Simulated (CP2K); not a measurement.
Two runs for the F K edge of tetrafluoroborate. Run A: CP2K XAS_TDP, all-electron GAPW, PBEh(45%), aug-cc-pVTZ, TDA, no relativity. Run B differs in one setting.

First lines with a strength over 0.0015. A:

```tsv
atom	energy (eV)	states	strength, one atom
F1 (bonded to B), 4 alike	681.42	2	0.0017
	684.24	2	0.0025
	684.88	2	0.0172
	685.56	1	0.0016
	686.15	1	0.0058
```

B:

```tsv
atom	energy (eV)	states	strength, one atom
F1 (bonded to B), 4 alike	685.87	2	0.0017
	688.69	2	0.0024
	689.33	2	0.0171
	690.01	1	0.0016
	690.60	1	0.0058
```

**Question.** Which was it: GW2X switched on, the functional, scalar relativity switched on, the basis?

GW2X switched on. GW2X shifts an atom's lines together and keeps their spacings. Against PBEh(45%) in aug-cc-pVTZ, the leading line moves by +4.45 eV, to 685.87 eV.

[Banner, clock and machine lines of the logs are left out without a mark of their own.]

[Logs are printed without paths, hosts, clocks, repeated set-up lines and the standing remarks that a program may print on its own settings, such as how far it seeks lower states.]

[Hosts, paths, dates, database ids (printed as entryN), source tags and the programs' standing remarks are cut or masked in the printed files.]
